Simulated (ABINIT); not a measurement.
# SiPbS3 (Pm-3m): phonons by linear response, part 4 of 4

How does SiPbS3 (Pm-3m) vibrate, and is this structure a minimum?

ABINIT 10.8.3; DFT PBEsol, scalar-relativistic, plane waves, PseudoDojo norm-conserving pseudopotentials.

So far. Step 7 (Linear response at Γ): The acoustic modes at Γ come out as far as 1.6 cm⁻¹ from zero, where they should vanish, a small numerical error. The lowest optical mode is imaginary, 147i cm⁻¹, an instability at this level and on this k mesh. Step 8 (Zone-centre analysis): The rule moves no optical mode by more than 0.1 cm⁻¹. The relaxed cell has a = 4.586 Å (conventional setting).

The structure was built from a prototype and need not be the compound's stable phase.

### Step 9. Phonons on a q mesh

Linear response treats each wavevector in the unit cell, with no supercell; the 2×2×2 mesh fixes the range of the force constants to be had.

dfpt_q.abi reads:

```
ndtset 3

# wavevectors
qpt1 0.5 0.0 0.0
qpt2 0.5 0.5 0.0
qpt3 0.5 0.5 0.5

# displacements
getwfk_filepath "gso_WFK"
getwfq_filepath "gso_WFK"
kptopt 3
nqpt 1
rfphon 1
rfatpol 1 5
rfdir 1 1 1
tolvrs 1.0d-10
prtwf 0

# basis, mesh and filling
ecut 25.5
ngkpt 6 6 6
nshiftk 1
shiftk 0.0 0.0 0.0
istwfk *1
occopt 7
tsmear 0.01
nband 26
nstep 100
diemac 1000000.0
prtebands 0
prtgsr 0
useylm 1

# cell and atoms
acell 3*1.0 Angstrom
rprim 
    4.586334917 0.0 0.0
    0.0 4.586334917 0.0
    0.0 0.0 4.586334917
ntypat 3
znucl 82 14 16
natom 5
typat 1 2 3 3 3
xred 
    0.0 0.0 0.0
    0.5 0.5 0.5
    0.5 0.5 0.0
    0.5 0.0 0.5
    0.0 0.5 0.5
pp_dirpath "./pseudo"
pseudos "Pb.upf, Si.upf, S.upf"
```

Run with:

```
> OMP_NUM_THREADS=1 mpirun -n 4 abinit dfpt_q.abi > dfpt_q.log
```

Numbers of over 12 decimals in the logs are rounded to 6 here.

dfpt_q.abo, the main output file:

```text
[banners, grids, parts of the stress and lines that vanish by symmetry left out]
- input  file    -> dfpt_q.abi
- output file    -> dfpt_q.abo
- root for input  files -> dfpt_qi
[...]
DATASET    1 : space group Pm -3 m (#221); Bravais cP (primitive cubic)
[...]
nfft =       64000          nkpt =         216
[...]
DATASET    2 : space group Pm -3 m (#221); Bravais cP (primitive cubic)
[...]
nfft =       64000          nkpt =         216
[...]
DATASET    3 : space group Pm -3 m (#221); Bravais cP (primitive cubic)
[...]
nfft =       64000          nkpt =         216
[...]
== DATASET  1 ==================================================================
[...]
cutoff_energies: {ecut:  25.5, pawecutdg:  -1.0, }
[...]
Perturbation : displacement of atom   1   along direction   1
[...]
-ETOT  1   6.528117     -1.460E+04 2.223E+01 2.142E+04
 ETOT  2   2.003261     -4.525E+00 4.564E-01 7.369E+03
 ETOT  3   1.198376     -8.049E-01 2.743E-02 9.221E+02
 ETOT  4   1.089811     -1.086E-01 4.241E-02 1.860E+01
 ETOT  5   1.087979     -1.832E-03 2.368E-03 8.616E-01
[...]
At SCF step   13       vres2   =  3.18E-11 < tolvrs=  1.00E-10 =>converged.
[...]
Perturbation : displacement of atom   1   along direction   2
[...]
-ETOT  1   2.743927     -1.428E+04 2.206E+01 2.980E+02
[...]
At SCF step   12       vres2   =  3.30E-12 < tolvrs=  1.00E-10 =>converged.
[...]
Perturbation : displacement of atom   2   along direction   1
[...]
-ETOT  1   7.600835     -1.414E+02 3.423E+00 1.538E+04
[...]
At SCF step   12       vres2   =  2.16E-11 < tolvrs=  1.00E-10 =>converged.
[...]
Perturbation : displacement of atom   2   along direction   2
[...]
-ETOT  1   2.716609     -1.195E+02 1.039E+00 2.838E+03
[...]
At SCF step   11       vres2   =  2.35E-11 < tolvrs=  1.00E-10 =>converged.
[...]
Perturbation : displacement of atom   3   along direction   1
[...]
-ETOT  1   1.900755     -6.001E+02 3.222E+00 2.047E+04
[...]
Perturbation : displacement of atom   3   along direction   2
[...]
-ETOT  1  0.422851     -5.413E+02 3.455E+00 9.637E+02
[...]
Perturbation : displacement of atom   3   along direction   3
[...]
-ETOT  1   11.047835890813     -5.314E+02 4.206E+00 7.428E+03
[...]
Perturbation : displacement of atom   5   along direction   1
[...]
-ETOT  1   15.389495408408     -5.874E+02 3.966E+00 6.474E+04
[...]
Perturbation : displacement of atom   5   along direction   2
[...]
-ETOT  1 -0.341789     -5.420E+02 3.429E+00 8.298E+02
[...]
Phonon wavevector (reduced coordinates) :  0.50000  0.00000  0.00000
 Phonon energies in Hartree :
[...]
Phonon frequencies in cm-1    :
- -1.441128E+02 -1.242596E+02 -1.242596E+02 -1.105465E+02 -1.105465E+02
- -3.643297E+01  1.951754E+01  1.951754E+01  4.213387E+01  7.964368E+01
-  7.964368E+01  2.720748E+02  2.766167E+02  3.038345E+02  3.038345E+02
[...]
== DATASET  2 ==================================================================
[...]
cutoff_energies: {ecut:  25.5, pawecutdg:  -1.0, }
[...]
- 16.00000   6.00000  180301                  znucl, zion, pspdat
[...]
Perturbation : displacement of atom   1   along direction   1
[...]
-ETOT  1   2.356151     -1.439E+04 2.220E+01 1.747E+02
[...]
Perturbation : displacement of atom   2   along direction   1
[...]
-ETOT  1   9.534703     -1.216E+02 9.057E-01 1.597E+03
[...]
Perturbation : displacement of atom   3   along direction   1
[...]
-ETOT  1 -0.218716     -5.620E+02 3.353E+00 2.091E+03
[...]
At SCF step   12       vres2   =  3.29E-12 < tolvrs=  1.00E-10 =>converged.
[...]
Perturbation : displacement of atom   3   along direction   3
[...]
-ETOT  1   11.904421183557     -5.506E+02 3.385E+00 1.345E+04
[...]
ETOT 10   7.066735      1.251E-12 1.874E-06 1.042E-10
 ETOT 11   7.066735     -1.603E-11 4.454E-07 3.413E-11
 At SCF step   11       vres2   =  3.41E-11 < tolvrs=  1.00E-10 =>converged.
[...]
Phonon wavevector (reduced coordinates) :  0.50000  0.50000  0.50000
 Phonon energies in Hartree :
[...]
Phonon frequencies in cm-1    :
- -1.767723E+02 -1.767723E+02 -1.767723E+02 -7.895940E+01 -7.895940E+01
- -7.895940E+01  7.404235E+01  7.404235E+01  7.404235E+01  2.200996E+02
-  2.200996E+02  3.367038E+02  3.367038E+02  3.367038E+02  3.683660E+02
[...]
strten2     0.0000000000E+00  0.0000000000E+00  0.0000000000E+00
           strten3     0.0000000000E+00  0.0000000000E+00  0.0000000000E+00
================================================================================
```

Elapsed: 60 min, on 4 MPI ranks of Arm Neoverse V1, shared host; 4 h of CPU time.

Numbers from this step:

* lowest mode on the q mesh (acoustic ones at the zone centre apart): -192.6 cm⁻¹

Frequencies (cm⁻¹) before the sum rule at the irreducible wavevectors but Γ, which is solved apart; negative means imaginary. Frequencies by wavevector:

```csv
q (fractions),star,mode 1,mode 2,mode 3,mode 4,mode 13,mode 14,mode 15
0.5 0 0,3,-144.1,-124.3,-124.3,-110.5,276.6,303.8,303.8
0.5 0.5 0,3,-192.6,-157.4,-157.4,-73.29,305.7,317.5,325.7
0.5 0.5 0.5,1,-176.8,-176.8,-176.8,-78.96,336.7,336.7,368.4
```

### Step 10. Dispersion

anaddb transforms the dynamical matrices to force constants and back along the path; points of the mesh come back as solved, but for the sum rule and, in polar crystals, the LO-TO term at Γ; the rest is interpolation.

anaddb.abi reads:

```
ddb_filepath "all_DDB"
output_file "anaddb.abo"
outdata_prefix "anaddb"
ifcflag 1
ngqpt 2 2 2
nqshft 1
q1shft 0.0 0.0 0.0
asr 1
chneut 0
dipdip 0
dipquad 0
quadquad 0
enunit 0
eivec 0
nph1l 62
qph1l 
    0.0 0.0 0.0 1.0
    0.0 0.05 0.0 1.0
    0.0 0.1 0.0 1.0
    0.0 0.15 0.0 1.0
    0.0 0.2 0.0 1.0
    0.0 0.25 0.0 1.0
    0.0 0.3 0.0 1.0
    0.0 0.35 0.0 1.0
    0.0 0.4 0.0 1.0
    0.0 0.45 0.0 1.0
    0.0 0.5 0.0 1.0
    0.05 0.5 0.0 1.0
    0.1 0.5 0.0 1.0
    0.15 0.5 0.0 1.0
    0.2 0.5 0.0 1.0
    0.25 0.5 0.0 1.0
    0.3 0.5 0.0 1.0
    0.35 0.5 0.0 1.0
    0.4 0.5 0.0 1.0
    0.45 0.5 0.0 1.0
    0.5 0.5 0.0 1.0
    0.45 0.45 0.0 1.0
    0.4 0.4 0.0 1.0
    0.35 0.35 0.0 1.0
    0.3 0.3 0.0 1.0
    0.25 0.25 0.0 1.0
    0.2 0.2 0.0 1.0
    0.15 0.15 0.0 1.0
    0.1 0.1 0.0 1.0
    0.05 0.05 0.0 1.0
    0.0 0.0 0.0 1.0
    0.05 0.05 0.05 1.0
    0.1 0.1 0.1 1.0
    0.15 0.15 0.15 1.0
    0.2 0.2 0.2 1.0
    0.25 0.25 0.25 1.0
    0.3 0.3 0.3 1.0
    0.35 0.35 0.35 1.0
    0.4 0.4 0.4 1.0
    0.45 0.45 0.45 1.0
    0.5 0.5 0.5 1.0
    0.45 0.5 0.45 1.0
    0.4 0.5 0.4 1.0
    0.35 0.5 0.35 1.0
    0.3 0.5 0.3 1.0
    0.25 0.5 0.25 1.0
    0.2 0.5 0.2 1.0
    0.15 0.5 0.15 1.0
    0.1 0.5 0.1 1.0
    0.05 0.5 0.05 1.0
    0.0 0.5 0.0 1.0
    0.5 0.5 0.5 1.0
    0.5 0.5 0.45 1.0
    0.5 0.5 0.4 1.0
    0.5 0.5 0.35 1.0
    0.5 0.5 0.3 1.0
    0.5 0.5 0.25 1.0
    0.5 0.5 0.2 1.0
    0.5 0.5 0.15 1.0
    0.5 0.5 0.1 1.0
    0.5 0.5 0.05 1.0
    0.5 0.5 0.0 1.0
```

mrgddb.in reads:

```
all_DDB
merged
4
dfpt_gammao_DDB
dfpt_qo_DS1_DDB
dfpt_qo_DS2_DDB
dfpt_qo_DS3_DDB
```

Run with:

```
> mrgddb < mrgddb.in > mrgddb.log
> OMP_NUM_THREADS=1 anaddb anaddb.abi > anaddb.log
```

anaddb.abo, the main output file:

```text
[banners, grids, parts of the stress and lines that vanish by symmetry left out]
-outvars_anaddb: echo values of input variables ----------------------

 Flags :
[...]
Phonon wavevector (reduced coordinates) :  0.00000  0.00000  0.00000
 Phonon energies in Hartree :
[...]
Phonon frequencies in cm-1    :
- -1.468135E+02 -1.468135E+02 -1.468135E+02 -1.028631E+02 -1.028631E+02
- -1.028631E+02 -3.261880E+01 -3.261880E+01 -3.261880E+01  3.070743E-03
-  3.106394E-03  3.210966E-03  3.039598E+02  3.039598E+02  3.039598E+02
[...]
Phonon wavevector (reduced coordinates) :  0.00000  0.05000  0.00000
 Phonon energies in Hartree :
[...]
Phonon frequencies in cm-1    :
- -1.463903E+02 -1.463903E+02 -1.445398E+02 -1.040688E+02 -1.028859E+02
- -1.028859E+02 -3.072964E+01 -3.072964E+01 -1.884167E+01  8.798730E+00
-  8.798730E+00  2.587894E+01  3.038715E+02  3.039294E+02  3.039294E+02
[...]
Phonon wavevector (reduced coordinates) :  0.00000  0.10000  0.00000
 Phonon energies in Hartree :
[...]
Phonon frequencies in cm-1    :
- -1.451461E+02 -1.451461E+02 -1.382118E+02 -1.074912E+02 -1.029867E+02
- -1.029867E+02 -2.588912E+01 -2.588912E+01  7.112665E+00  1.937525E+01
-  1.937525E+01  6.646091E+01  3.035846E+02  3.038486E+02  3.038486E+02
[...]
Phonon wavevector (reduced coordinates) :  0.00000  0.15000  0.00000
 Phonon energies in Hartree :
[...]
Phonon frequencies in cm-1    :
- -1.431552E+02 -1.431552E+02 -1.288938E+02 -1.126147E+02 -1.032439E+02
- -1.032439E+02 -2.049806E+01 -2.049806E+01  2.039927E+01  3.185309E+01
-  3.185309E+01  1.043122E+02  3.030329E+02  3.037446E+02  3.037446E+02
[...]
Phonon wavevector (reduced coordinates) :  0.00000  0.20000  0.00000
 Phonon energies in Hartree :
[...]
Phonon frequencies in cm-1    :
- -1.405369E+02 -1.405369E+02 -1.187565E+02 -1.174723E+02 -1.037425E+02
- -1.037425E+02 -1.536215E+01 -1.536215E+01  2.894462E+01  4.408991E+01
[...]
Phonon wavevector (reduced coordinates) :  0.00000  0.25000  0.00000
 Phonon energies in Hartree :
[...]
Phonon frequencies in cm-1    :
[...]
Phonon wavevector (reduced coordinates) :  0.00000  0.30000  0.00000
 Phonon energies in Hartree :
[...]
Phonon frequencies in cm-1    :
[...]
Phonon wavevector (reduced coordinates) :  0.00000  0.35000  0.00000
 Phonon energies in Hartree :
[...]
Phonon frequencies in cm-1    :
[...]
Phonon wavevector (reduced coordinates) :  0.00000  0.40000  0.00000
 Phonon energies in Hartree :
[...]
Phonon frequencies in cm-1    :
[...]
Phonon wavevector (reduced coordinates) :  0.00000  0.45000  0.00000
 Phonon energies in Hartree :
[...]
Phonon frequencies in cm-1    :
[...]
Phonon wavevector (reduced coordinates) :  0.00000  0.50000  0.00000
 Phonon energies in Hartree :
[...]
Phonon frequencies in cm-1    :
[...]
Phonon wavevector (reduced coordinates) :  0.05000  0.50000  0.00000
 Phonon energies in Hartree :
[...]
Phonon frequencies in cm-1    :
[...]
Phonon wavevector (reduced coordinates) :  0.10000  0.50000  0.00000
 Phonon energies in Hartree :
[...]
Phonon frequencies in cm-1    :
[...]
Phonon wavevector (reduced coordinates) :  0.15000  0.50000  0.00000
 Phonon energies in Hartree :
[...]
Phonon frequencies in cm-1    :
[...]
Phonon wavevector (reduced coordinates) :  0.25000  0.25000  0.25000
 Phonon energies in Hartree :
[...]
Phonon frequencies in cm-1    :
[...]
-  1.952442E+02  2.196906E+02  2.903790E+02  2.903790E+02  3.388651E+02
  Phonon wavevector (reduced coordinates) :  0.30000  0.30000  0.30000
 Phonon energies in Hartree :
[...]
Phonon frequencies in cm-1    :
- -1.670088E+02 -1.594730E+02 -1.594730E+02 -7.992051E+01 -7.992051E+01
- -5.724807E+01  5.760465E+01  6.820875E+01  6.820875E+01  2.219057E+02
-  2.219057E+02  2.572429E+02  2.918298E+02  2.918298E+02  3.501123E+02
  Phonon wavevector (reduced coordinates) :  0.35000  0.35000  0.35000
 Phonon energies in Hartree :
[...]
Phonon frequencies in cm-1    :
- -1.724446E+02 -1.665413E+02 -1.665413E+02 -7.827491E+01 -7.827491E+01
- -6.482360E+01  6.933574E+01  7.218268E+01  7.218268E+01  2.315655E+02
[...]
Phonon wavevector (reduced coordinates) :  0.40000  0.40000  0.40000
 Phonon energies in Hartree :
[...]
Phonon frequencies in cm-1    :
[...]
Phonon wavevector (reduced coordinates) :  0.45000  0.45000  0.45000
 Phonon energies in Hartree :
[...]
Phonon frequencies in cm-1    :
[...]
Phonon wavevector (reduced coordinates) :  0.50000  0.50000  0.50000
 Phonon energies in Hartree :
[...]
Phonon frequencies in cm-1    :
[...]
Phonon wavevector (reduced coordinates) :  0.50000  0.50000  0.05000
 Phonon energies in Hartree :
[...]
Phonon frequencies in cm-1    :
[...]
Phonon wavevector (reduced coordinates) :  0.50000  0.50000  0.00000
 Phonon energies in Hartree :
[...]
Phonon frequencies in cm-1    :
[...]
-  6.010562E+00  3.761142E+01  3.761142E+01  1.021480E+02  1.271361E+02
-  2.410104E+02  3.056315E+02  3.056315E+02  3.175011E+02  3.257261E+02
-
```

Run time: 0.55 s. Hardware: 1 thread.

This step gave:

```yaml
lowest_frequency_on_the_path: -192.6 cm⁻¹
```

Anaddb. The phonon branches at the labelled points (cm⁻¹):

```csv
point,branch 1,branch 2,branch 3,branch 4,branch 12,branch 13,branch 14,branch 15
Γ,-147,-147,-147,-103,0,304,304,304
halfway,-138,-138,-125,-104,172,301,304,304
X,-144,-124,-124,-111,272,277,304,304
halfway,-178,-134,-134,-103,267,292,310,320
M,-193,-157,-157,-73,306,306,318,326
halfway,-162,-128,-124,-123,198,289,307,318
Γ,-147,-147,-147,-103,0,304,304,304
halfway,-158,-152,-152,-84,220,290,290,339
R,-177,-177,-177,-79,337,337,337,368
halfway,-176,-162,-146,-96,264,291,307,348
X,-144,-124,-124,-111,272,277,304,304
jump to R,-177,-177,-177,-79,337,337,337,368
halfway,-185,-164,-164,-84,281,321,321,358
M,-193,-157,-157,-73,306,306,318,326
```

The path dips to 193i cm⁻¹.

### Step 11. Density of states

Sums over the zone need many more wavevectors than were solved, so the interpolation is sampled on a dense mesh.

anaddb.abi reads:

```
ddb_filepath "all_DDB"
output_file "anaddb.abo"
outdata_prefix "anaddb"
ifcflag 1
ngqpt 2 2 2
nqshft 1
q1shft 0.0 0.0 0.0
asr 1
chneut 0
dipdip 0
dipquad 0
quadquad 0
prtdos 2
ng2qpt 10 10 10
dosdeltae 4.5563e-06
ntemper 11
temperinc 100.0
tempermin 0.0
```

Run with:

```
> OMP_NUM_THREADS=1 anaddb anaddb.abi > anaddb.log
```

anaddb.abo, the main output file:

```text
-outvars_anaddb: echo values of input variables ----------------------

 Flags :
     ifcflag         1
 Miscellaneous information :
         asr         1
      chneut         0
 Interatomic Force Constants Inputs :
      dipdip         0
     dipquad         0
    quadquad         0
      ifcana         0
      ifcout         0
 Description of grid 1 :
        brav         1
       ngqpt         2         2         2
      nqshft         1
      q1shft
                     0.00000000E+00  0.00000000E+00  0.00000000E+00
 Phonon DOS information :
   dosdeltae  4.55630000E-06
    dossmear  4.55633525E-06
 Description of grid 2 (Fourier interp. or BZ sampling):
      ng2qpt        10        10        10
      ngrids         4
      q2shft         0.00000000E+00  0.00000000E+00  0.00000000E+00

================================================================================

 read the DDB information and perform some checks

  ==== Info on the Cryst% object ====
 Real(R)+Recip(G) space primitive vectors, cartesian coordinates (Bohr,Bohr^-1):
 R(1)=  8.6669169  0.0000000  0.0000000  G(1)=  0.1153813  0.0000000  0.0000000
 R(2)=  0.0000000  8.6669169  0.0000000  G(2)=  0.0000000  0.1153813  0.0000000
 R(3)=  0.0000000  0.0000000  8.6669169  G(3)=  0.0000000  0.0000000  0.1153813
 Unit cell volume ucvol=  6.5101935E+02 bohr^3
 Angles (23,13,12)=  9.00000000E+01  9.00000000E+01  9.00000000E+01 degrees
 Time-reversal symmetry is present
 Reduced atomic positions [iatom, xred, symbol]:
    1)    0.0000000  0.0000000  0.0000000  Pb
    2)    0.5000000  0.5000000  0.5000000  Si
    3)    0.5000000  0.5000000  0.0000000   S
    4)    0.5000000  0.0000000  0.5000000   S
    5)    0.0000000  0.5000000  0.5000000   S

 DDB file with 4 blocks has been read.

================================================================================

 Calculation of the interatomic forces

       Homogeneous q point set in the B.Z.
 Grid q points  :        8
  1)   0.00000000E+00  0.00000000E+00  0.00000000E+00
  2)   5.00000000E-01  0.00000000E+00  0.00000000E+00
  3)   0.00000000E+00  5.00000000E-01  0.00000000E+00
  4)   5.00000000E-01  5.00000000E-01  0.00000000E+00
  5)   0.00000000E+00  0.00000000E+00  5.00000000E-01
  6)   5.00000000E-01  0.00000000E+00  5.00000000E-01
  7)   0.00000000E+00  5.00000000E-01  5.00000000E-01
  8)   5.00000000E-01  5.00000000E-01  5.00000000E-01

 The interatomic forces have been obtained

================================================================================

 Calculation of phonon density of states

 Average speed of sound partial sums:     0.1212232102E-02 (at units)
-                                   =           2.6520 [km/s]

 Debye frequency from partial sums:     0.5451777663E-03 (Ha)
-                                 =     0.3587097382E+01 (THz)
-Debye temperature from partial sums:     0.1721535227E+03 (K)

 Average speed of sound:     0.3923212124E-04 (at units)
-                      =           0.0858 [km/s]

 Debye frequency from DOS:     0.1764388204E-04 (Ha)
-                        =     0.1160911670E+00 (THz)
-Debye temperature from DOS:     0.5571497290E+01 (K)

-
```

It took 0.92 s on 1 thread.

Read from the output:

| Quantity | Value |
| --- | --- |
| share of modes beyond 3i cm⁻¹ on the dense interpolated mesh | 0.4072 |

The phonon density of states has structure finer than the step of the table below, so its rows give means over 20 cm⁻¹, whole bins alone (the curve runs from -223 to 397 cm⁻¹). Peaks (cm⁻¹: height): -142.6: 0.0671, -82.6: 0.0756, 45.4: 0.0711, 229.4: 0.0494, 293.4: 0.0866, 305.4: 0.0996.

Tetrahedra. Phonon density of states against wavenumber; means over each step:

wavenumber (cm⁻¹), phonon density of states (1/cm⁻¹/cell) and a bar:
```
     -200     0.0008 
     -180     0.0274 ##########
     -160     0.0441 ################
     -140     0.0563 #####################
     -120     0.0308 ###########
     -100     0.0522 ###################
      -80     0.0453 #################
      -60     0.0086 ###
      -40     0.0141 #####
      -20     0.0196 #######
        0     0.0153 ######
       20     0.0190 #######
       40     0.0490 ##################
       60     0.0411 ###############
       80     0.0277 ##########
      100     0.0225 ########
      120     0.0145 #####
      140     0.0098 ####
      160     0.0101 ####
      180     0.0113 ####
      200     0.0118 ####
      220     0.0214 ########
      240     0.0169 ######
      260     0.0155 ######
      280     0.0221 ########
      300     0.0818 ##############################
      320     0.0346 #############
      340     0.0172 ######
      360     0.0079 ###
      380     0.0001
```

### Step 12. Summary of results

| Property | Result |
| --- | --- |
| space group after relaxation | Pm-3m |
| volume per atom | 19.3 Å³ |
| highest optical zone-centre mode (no LO-TO term) | 304.0 cm⁻¹ |
| lowest optical zone-centre mode | -146.8 cm⁻¹ |
| q mesh | 2×2×2 |
| lowest mode on the q mesh (acoustic ones at the zone centre apart) | -192.6 cm⁻¹ |
| imaginary modes on the q mesh | yes |

**Reading.** SiPbS3 (Pm-3m) is unstable: a mode solved on the 2×2×2 mesh is imaginary, 193i cm⁻¹; its spectrum reaches 368 cm⁻¹. At the PBEsol level the optical modes of SiPbS3 (Pm-3m) at the zone centre run from 147i to 304 cm⁻¹, so the structure is a saddle point, with 9 modes beyond 10i cm⁻¹ there. The most unstable solved mode lies at q = (0.5, 0.5, 0), on the zone boundary, so the distortion that it points to doubles the cell. These are harmonic frequencies at zero temperature: anharmonic shifts and linewidths and thermal expansion are left out. Spin-orbit coupling is left out, which can matter for the heavy elements here. In a metal the frequencies hang on the k mesh and the smearing, most of all near Kohn anomalies. The structure is a hypothetical one, built on a prototype.

[Host names and launcher messages were left out of these logs when they were recorded.]

[Logs are printed without paths, hosts, clocks, repeated set-up lines and the standing remarks that a program may print on its own settings, such as how far it seeks lower states.]

[Hosts, paths, dates, database ids (printed as entryN), source tags and the programs' standing remarks are cut or masked in the printed files.]
